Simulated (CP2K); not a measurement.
Consider sulfuryl fluoride at its PBE geometry (Å).

```xyz
5

O    -0.2336   -1.1076   -0.9830
S    -0.0580   -0.1440    0.0461
O    -0.3232   -0.3583    1.4275
F    -0.7826    1.1823   -0.3992
F     1.3973    0.4275   -0.0914
```

Method: CP2K XAS_TDP, all-electron GAPW, PBEh(45%), aug-cc-pVTZ, TDA, GW2X-corrected core level, no relativity.

Where do the F K-edge lines lie, and how strong are they?

Leading lines: F4 685.95 eV. The leading line of an atom is its first one with 35 % of the strongest within 2.5 eV of its lowest line over the strength cut. Core ionisation energies at this level: F4 692.10 eV.

The first six lines of each atom with a strength over 0.0015:

```tsv
atom	energy (eV)	states	strength, one atom	above the computed threshold
F4 (bonded to S), 2 alike	685.95	1	0.0395	
	689.52	1	0.0112	
	690.15	1	0.0049	
	691.02	1	0.0019	
	691.29	1	0.0096	
	692.73	1	0.0067	yes
```

Lines are vertical, at one geometry, with no vibrational structure. GW2X ionisation energies and lines can be off by 1 to 2 eV either way, and a good line position may hide errors that cancel. These values hold no scalar relativity, about 0.7 eV for F 1s. Rydberg lines, and the discretised continuum above threshold, depend on the basis and the box.

[Banner, clock and machine lines of the logs are left out without a mark of their own.]

[Logs are printed without paths, hosts, clocks, repeated set-up lines and the standing remarks that a program may print on its own settings, such as how far it seeks lower states.]

[Hosts, paths, dates, database ids (printed as entryN), source tags and the programs' standing remarks are cut or masked in the printed files.]
